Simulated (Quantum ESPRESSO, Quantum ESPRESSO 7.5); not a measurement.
# Ir(111): thickness series by an ASE script

How thick must a slab of Ir(111) be?

Calculated with Quantum ESPRESSO 7.5; plane-wave DFT, PBE, GBRV ultrasoft pseudopotentials.

**Measured values to reproduce.**

For Ir (clean (111) face), “Anisotropic work function of elemental crystals” (2019, arxiv:1902.07811) quotes earlier work: work function (clean (111) face) 5.78 eV.

### 1. Starting point

The cell holds 8 atoms: 8 Ir. Cell: a = 2.715 Å, b = 2.715 Å, c = 30.519 Å, α = 90.0°, β = 90.0°, γ = 60.0°. It derives from Ir. Vacuum lies along c.

Coordinates:

```
CELL_PARAMETERS angstrom
2.71529 0.00000 0.00000
1.35765 2.35151 0.00000
0.00000 0.00000 30.51918
ATOMIC_POSITIONS crystal
Ir 0.66667 0.66667 0.24575
Ir 0.00000 0.00000 0.31839
Ir 0.33333 0.33333 0.39103
Ir 0.66667 0.66667 0.46368
Ir 0.00000 0.00000 0.53632
Ir 0.33333 0.33333 0.60897
Ir 0.66667 0.66667 0.68161
Ir 0.00000 0.00000 0.75425
```

### 2. The script

ASE writes the inputs, starts pw.x and reads the results. Under ESM bc1 the zero of energy of a symmetric slab is the vacuum, so the work function is minus the Fermi level.

run.py reads:

```python
import json
import numpy as np
from ase.build import fcc111
from ase.calculators.espresso import Espresso, EspressoProfile

profile = EspressoProfile(command='mpirun -n 4 pw.x -nk 4', pseudo_dir='../pseudo')
pseudopotentials = {'Ir': 'ir_pbe_v1.2.uspp.F.UPF'}
system = {'ecutwfc': 40, 'ecutrho': 200, 'occupations': 'smearing', 'smearing': 'mv', 'degauss': 0.02}


def calculator(name, kpts, **extra):
    data = dict(control=dict(tprnfor=True, verbosity='high', disk_io='none'),
                system=system | extra,
                electrons=dict(conv_thr=1e-07, mixing_beta=0.4, mixing_mode='local-TF',
                               electron_maxstep=100))
    return Espresso(profile=profile, directory=name, pseudopotentials=pseudopotentials, kpts=kpts, input_data=data)


def centre(atoms):
    z = atoms.positions[:, 2]
    atoms.positions[:, 2] -= (z.max() + z.min()) / 2  # ESM wants the slab about z = 0
    return atoms


rows = []
for n in [3, 4, 5, 6, 7, 8]:
    slab = centre(fcc111('Ir', size=(1, 1, n), a=3.84, vacuum=7.5, periodic=True))
    slab.set_initial_magnetic_moments([0.0] * n)
    slab.calc = calculator(f'n{n}', (12, 12, 1), assume_isolated='esm', esm_bc='bc1')
    energy = slab.get_potential_energy()
    work = -slab.calc.get_fermi_level()
    force = slab.get_forces()[-1, 2]
    rows.append([n, energy, work, force])
    print(f'{n} layers: E = {energy:.5f} eV, work function {work:.3f} eV, force on the top atom {force:+.3f} eV/A')

n, energy = np.array(rows)[:, :2].T
slope, offset = np.polyfit(n[1:], energy[1:], 1)
area = np.linalg.norm(np.cross(*slab.cell[:2]))
gamma = offset / (2 * area) * 16.0218
print(f'bulk energy from the slope {slope:.5f} eV an atom; unrelaxed surface energy {gamma:.3f} J/m^2')
json.dump(dict(rows=rows, slope=slope, gamma=gamma), open('result.json', 'w'))
```

The run is started by

```console
$ OMP_NUM_THREADS=1 python run.py
```

Log:

```text
3 layers: E = -7417.84118 eV, work function 5.359 eV, force on the top atom -0.349 eV/A
4 layers: E = -9891.16780 eV, work function 5.506 eV, force on the top atom -0.153 eV/A
5 layers: E = -12364.35498 eV, work function 5.521 eV, force on the top atom -0.134 eV/A
6 layers: E = -14837.59356 eV, work function 5.506 eV, force on the top atom -0.135 eV/A
7 layers: E = -17310.84554 eV, work function 5.508 eV, force on the top atom -0.185 eV/A
8 layers: E = -19784.07204 eV, work function 5.498 eV, force on the top atom -0.146 eV/A
bulk energy from the slope -2473.22991 eV an atom; unrelaxed surface energy 2.224 J/m^2
```

The job ended after 7.4 min (4 MPI ranks of Arm Neoverse V2, shared host; peak memory 0.82 GiB).

The input that ASE wrote for the first run, and its log:

```
&CONTROL
   verbosity        = 'high'
   tprnfor          = .true.
   disk_io          = 'none'
   pseudo_dir       = '../pseudo'
/
&SYSTEM
   ecutwfc          = 40
   ecutrho          = 200
   occupations      = 'smearing'
   degauss          = 0.02
   smearing         = 'mv'
   assume_isolated  = 'esm'
   esm_bc           = 'bc1'
   ntyp             = 1
   nat              = 3
   ibrav            = 0
/
&ELECTRONS
   electron_maxstep = 100
   conv_thr         = 1e-07
   mixing_mode      = 'local-TF'
   mixing_beta      = 0.4
/
&IONS
/
&CELL
/
&FCP
/
&RISM
/
ATOMIC_SPECIES
Ir 192.217 ir_pbe_v1.2.uspp.F.UPF

K_POINTS automatic
12 12 1  0 0 0

CELL_PARAMETERS angstrom
2.71529003975634 0.00000000000000 0.00000000000000
1.35764501987817 2.35151015307185 0.00000000000000
0.00000000000000 0.00000000000000 19.43405006737633

ATOMIC_POSITIONS angstrom
Ir 1.3576450199 0.7838367177 -2.2170250337  
Ir -0.0000000000 1.5676734354 0.0000000000  
Ir 0.0000000000 0.0000000000 2.2170250337
```

```text
Program PWSCF v.7.5 starts
[citation notice left out]

     Parallel version (MPI & OpenMP), running on       4 processor cores
     Number of MPI processes:                 4
     Threads/MPI process:                     1

     MPI processes distributed on     1 nodes
[... 1 line left out ...]

Warning: card &CELL ignored
Warning: card &FCP ignored
Warning: card &RISM ignored

     Current dimensions of program PWSCF are:
     Max number of different atomic species (ntypx) = 10
     Max number of k-points (npk) =  40000
     Max angular momentum in pseudopotentials (lmaxx) =  4
     Message from routine setup:
     using ibrav=0 with symmetry is DISCOURAGED, use correct ibrav instead

     K-points division:     npool     =       4
     Subspace diagonalization in iterative solution of the eigenvalue problem:
     a serial algorithm will be used

     G-vector sticks info
     --------------------
     sticks:   dense  smooth     PW     G-vecs:    dense   smooth      PW
     Sum         367     295     91                40071    28689    5371

     Using Slab Decomposition

     bravais-lattice index     =            0
     lattice parameter (alat)  =       5.1312  a.u.
     unit-cell volume          =     837.3808 (a.u.)^3
     number of atoms/cell      =            3
     number of atomic types    =            1
     number of electrons       =        45.00
     number of Kohn-Sham states=           28
     kinetic-energy cutoff     =      40.0000  Ry
     charge density cutoff     =     200.0000  Ry
     scf convergence threshold =      1.0E-07
     mixing beta               =       0.4000
     number of iterations used =            8  local-TF  mixing
     Exchange-correlation= SLA  PW   PBE  PBE
                           (   1   4   3   4   0   0   0)

     Effective Screening Medium Method
     =================================
     Boundary Conditions: Vacuum-Slab-Vacuum
     total charge in unit cell        =   0.0000
     grid points for fit at edges     =        4

[... 10 lines left out ...]
     PseudoPot. # 1 for Ir read from file:
     ../pseudo/ir_pbe_v1.2.uspp.F.UPF
     Pseudo is Ultrasoft + core correction, Zval = 15.0
     Generated by new atomic code, or converted to UPF format
     Using radial grid of  983 points,  7 beta functions with:
                l(1) =   0
                l(2) =   0
                l(3) =   1
                l(4) =   1
                l(5) =   1
                l(6) =   2
                l(7) =   2
     Q(r) pseudized with  8 coefficients,  rinner =    1.400   1.400   1.400
                                                       1.400   1.400

     atomic species   valence    mass     pseudopotential
     Ir               15.00   192.21700     Ir( 1.00)

     12 Sym. Ops., with inversion, found ( 6 have fractional translation)

                                    s                        frac. trans.

[... 576 lines left out ...]
    -8.5450  -8.5450  -8.2257  -8.2257  -6.5038  -6.4195  -6.4195  -5.6420
    -5.6420  -5.0834  -4.6940  -4.6940

     occupation numbers
     1.0000   1.0000   1.0000   1.0000   1.0000   1.0000   1.0000   1.0000
     1.0000   1.0000   1.0000   1.0000   1.0000   1.0000   1.0000   1.0000
     1.0000   1.0000   1.0000   1.0000   1.0000   1.0000   1.0000   1.0385
     1.0385   0.0283   0.0000   0.0000

[... 180 lines left out ...]

     the Fermi energy is    -5.3588 ev

!    total energy              =    -545.20131848 Ry
     estimated scf accuracy    <          4.2E-09 Ry
     smearing contrib. (-TS)   =      -0.00156920 Ry
     internal energy E=F+TS    =    -545.19974928 Ry

     The total energy is F=E-TS. E is the sum of the following terms:
     one-electron contribution =    4492.84497917 Ry
     hartree contribution      =   -2253.32454550 Ry
     xc contribution           =    -150.98307769 Ry
     ewald contribution        =   -2633.73710526 Ry

     convergence has been achieved in  25 iterations

     negative rho (up, down):  9.582E-01 0.000E+00

     Forces acting on atoms (cartesian axes, Ry/au):

     atom    1 type  1   force =     0.00000000    0.00000000    0.01359258
     atom    2 type  1   force =     0.00000000    0.00000000    0.00000000
     atom    3 type  1   force =     0.00000000    0.00000000   -0.01359258
     The non-local contrib.  to forces
     atom    1 type  1   force =     0.00000000   -0.00000000   -0.04775266
     atom    2 type  1   force =     0.00000000   -0.00000000    0.00000000
     atom    3 type  1   force =     0.00000000    0.00000000    0.04775266
     The ionic contribution  to forces
     atom    1 type  1   force =    -0.00000000    0.00000000 -247.03116654
     atom    2 type  1   force =     0.00000000   -0.00000000    0.00000000
     atom    3 type  1   force =     0.00000000    0.00000000  247.03116654
     The local contribution  to forces
     atom    1 type  1   force =    -0.00000000   -0.00000000  247.08067025
     atom    2 type  1   force =     0.00000000   -0.00000000   -0.00000384
     atom    3 type  1   force =     0.00000000    0.00000000 -247.08067793
     The core correction contribution to forces
     atom    1 type  1   force =     0.00000000    0.00000000    0.01143494
     atom    2 type  1   force =    -0.00000000    0.00000000    0.00000000
     atom    3 type  1   force =    -0.00000000   -0.00000000   -0.01143494
     The Hubbard contrib.    to forces
     atom    1 type  1   force =     0.00000000    0.00000000    0.00000000
     atom    2 type  1   force =     0.00000000    0.00000000    0.00000000
     atom    3 type  1   force =     0.00000000    0.00000000    0.00000000
     The SCF correction term to forces
     atom    1 type  1   force =     0.00000000   -0.00000000    0.00040116
     atom    2 type  1   force =     0.00000000    0.00000000   -0.00000104
     atom    3 type  1   force =    -0.00000000   -0.00000000   -0.00040433

     Total force =     0.019223     Total SCF correction =     0.000570
     Message from routine punch:
     Nothing written, as per user request (disk_io='none')

[... 1 line left out ...]

[... 1 line left out ...]

[... 1 line left out ...]

[... 3 lines left out ...]

[... 1 line left out ...]

[... 2 lines left out ...]

[... 1 line left out ...]

[... 1 line left out ...]

=------------------------------------------------------------------------------=
   JOB DONE.
=------------------------------------------------------------------------------=
```

Numbers from this step:

```
surface energy                     : 2.224 J/m²
work function of the thickest slab : 5.498 eV
```

Work function against layers:

```csv
layers,work function (eV)
3.00,5.36
4.00,5.51
5.00,5.52
6.00,5.51
7.00,5.51
8.00,5.50
```

Table of force on the top atom along the normal by layers:

```
layers  force on the top atom along the normal (eV/Å)
  3.00                                         -0.349
  4.00                                         -0.153
  5.00                                         -0.134
  6.00                                         -0.135
  7.00                                         -0.185
  8.00                                         -0.146
```

Energy less the bulk line's slope against layers:

| layers | energy less the bulk line's slope (meV) |
| --- | --- |
| 3.00 | 1849 |
| 4.00 | 1752 |
| 5.00 | 1795 |
| 6.00 | 1786 |
| 7.00 | 1764 |
| 8.00 | 1767 |

### 3. Running the series: LDA, GBRV ultrasoft

Level of this step: plane-wave DFT, LDA, GBRV ultrasoft pseudopotentials (Quantum ESPRESSO 7.5).

run.py is the input of step 2 with these lines changed:

```diff
@@ -6,3 +6,3 @@
 profile = EspressoProfile(command='mpirun -n 4 pw.x -nk 4', pseudo_dir='../pseudo')
-pseudopotentials = {'Ir': 'ir_pbe_v1.2.uspp.F.UPF'}
+pseudopotentials = {'Ir': 'ir_lda_v1.2.uspp.F.UPF'}
 system = {'ecutwfc': 40, 'ecutrho': 200, 'occupations': 'smearing', 'smearing': 'mv', 'degauss': 0.02}
```

The run is started by

```console
$ OMP_NUM_THREADS=1 python run.py
```

Log:

```text
3 layers: E = -7421.56626 eV, work function 5.731 eV, force on the top atom -1.056 eV/A
4 layers: E = -9896.32341 eV, work function 5.871 eV, force on the top atom -0.839 eV/A
5 layers: E = -12370.93703 eV, work function 5.892 eV, force on the top atom -0.826 eV/A
6 layers: E = -14845.60518 eV, work function 5.873 eV, force on the top atom -0.829 eV/A
7 layers: E = -17320.28620 eV, work function 5.877 eV, force on the top atom -0.875 eV/A
8 layers: E = -19794.94096 eV, work function 5.869 eV, force on the top atom -0.845 eV/A
bulk energy from the slope -2474.65843 eV an atom; unrelaxed surface energy 2.926 J/m^2
```

The job ended after 8.3 min (4 MPI ranks; peak memory 0.81 GiB; 33 min of CPU time).

Read from the output:

```
surface energy                     : 2.926 J/m²
work function of the thickest slab : 5.869 eV
```

Work function against layers:

```
layers  work function (eV)
  3.00                5.73
  4.00                5.87
  5.00                5.89
  6.00                5.87
  7.00                5.88
  8.00                5.87
```

Table of force on the top atom along the normal by layers:

| layers | force on the top atom along the normal (eV/Å) |
| --- | --- |
| 3.00 | -1.06 |
| 4.00 | -0.839 |
| 5.00 | -0.826 |
| 6.00 | -0.829 |
| 7.00 | -0.875 |
| 8.00 | -0.845 |

Energy less the bulk line's slope against layers:

| layers | energy less the bulk line's slope (meV) |
| --- | --- |
| 3.00 | 2409 |
| 4.00 | 2310 |
| 5.00 | 2355 |
| 6.00 | 2345 |
| 7.00 | 2323 |
| 8.00 | 2326 |

### 4. The arithmetic

γ = (E_N − N e_bulk)/(2A). The excess of the thickest slab is 1.767 eV and A = 6.385 Å²: 1.767/(2 × 6.385) × 16.02 = 2.22 J/m² (1 eV/Å² = 16.02 J/m²); the fit's intercept gives 2.22.

### 5. What came out

```yaml
work_function_of_the_thickest_slab_pbe_gbrv_ultrasoft: 5.50 eV
unrelaxed_surface_energy_pbe_gbrv_ultrasoft: 2.22 J/m²
work_function_of_the_thickest_slab_lda_gbrv_ultrasoft: 5.87 eV
unrelaxed_surface_energy_lda_gbrv_ultrasoft: 2.93 J/m²
```

**Reading.** The thickest slab gives a work function of 5.50 eV and the series an unrelaxed surface energy of 2.22 J/m² (PBE, GBRV ultrasoft). The work function swings by 0.16 eV over 3 to 8 layers and by 0.01 eV over the last step; confined states crossing the Fermi level and the finite mesh both contribute. From 4 layers on it stays within 0.1 eV. The force on the top atom of the thickest slab points inwards (0.15 eV/Å). The slabs are cut from the bulk at the tabulated lattice constant and not relaxed; the surface energy comes from a straight line through the energies of all but the thinnest slab. Spin-orbit coupling is left out; depending on the atoms that carry the levels of interest, it can split and shift them by tenths of an eV to an eV or more.

Calculation against experiment:

| quantity | measured | PBE, GBRV | LDA, GBRV |
| --- | --- | --- | --- |
| work function (clean (111) face) (eV) | 5.78 | 5.50 (-0.28 eV) | 5.87 (+0.09 eV) |

Measured values from arxiv:1902.07811 (2019).

**Verdict.** The grades are ours: good and fair within 3 and 7 % for the work function. Other measurements of the same face can differ from the value quoted by 0.1 to 0.2 eV.

[Logs are printed without paths, hosts, clocks, repeated set-up lines and the standing remarks that a program may print on its own settings, such as how far it seeks lower states.]

[Hosts, paths, dates, database ids (printed as entryN), source tags and the programs' standing remarks are cut or masked in the printed files.]

[Maps of the electrostatic potential energy from Ansatz leave out the sawtooth potential of an applied field or a dipole correction, so their vacuum need not be flat; planar profiles and work functions include it.]
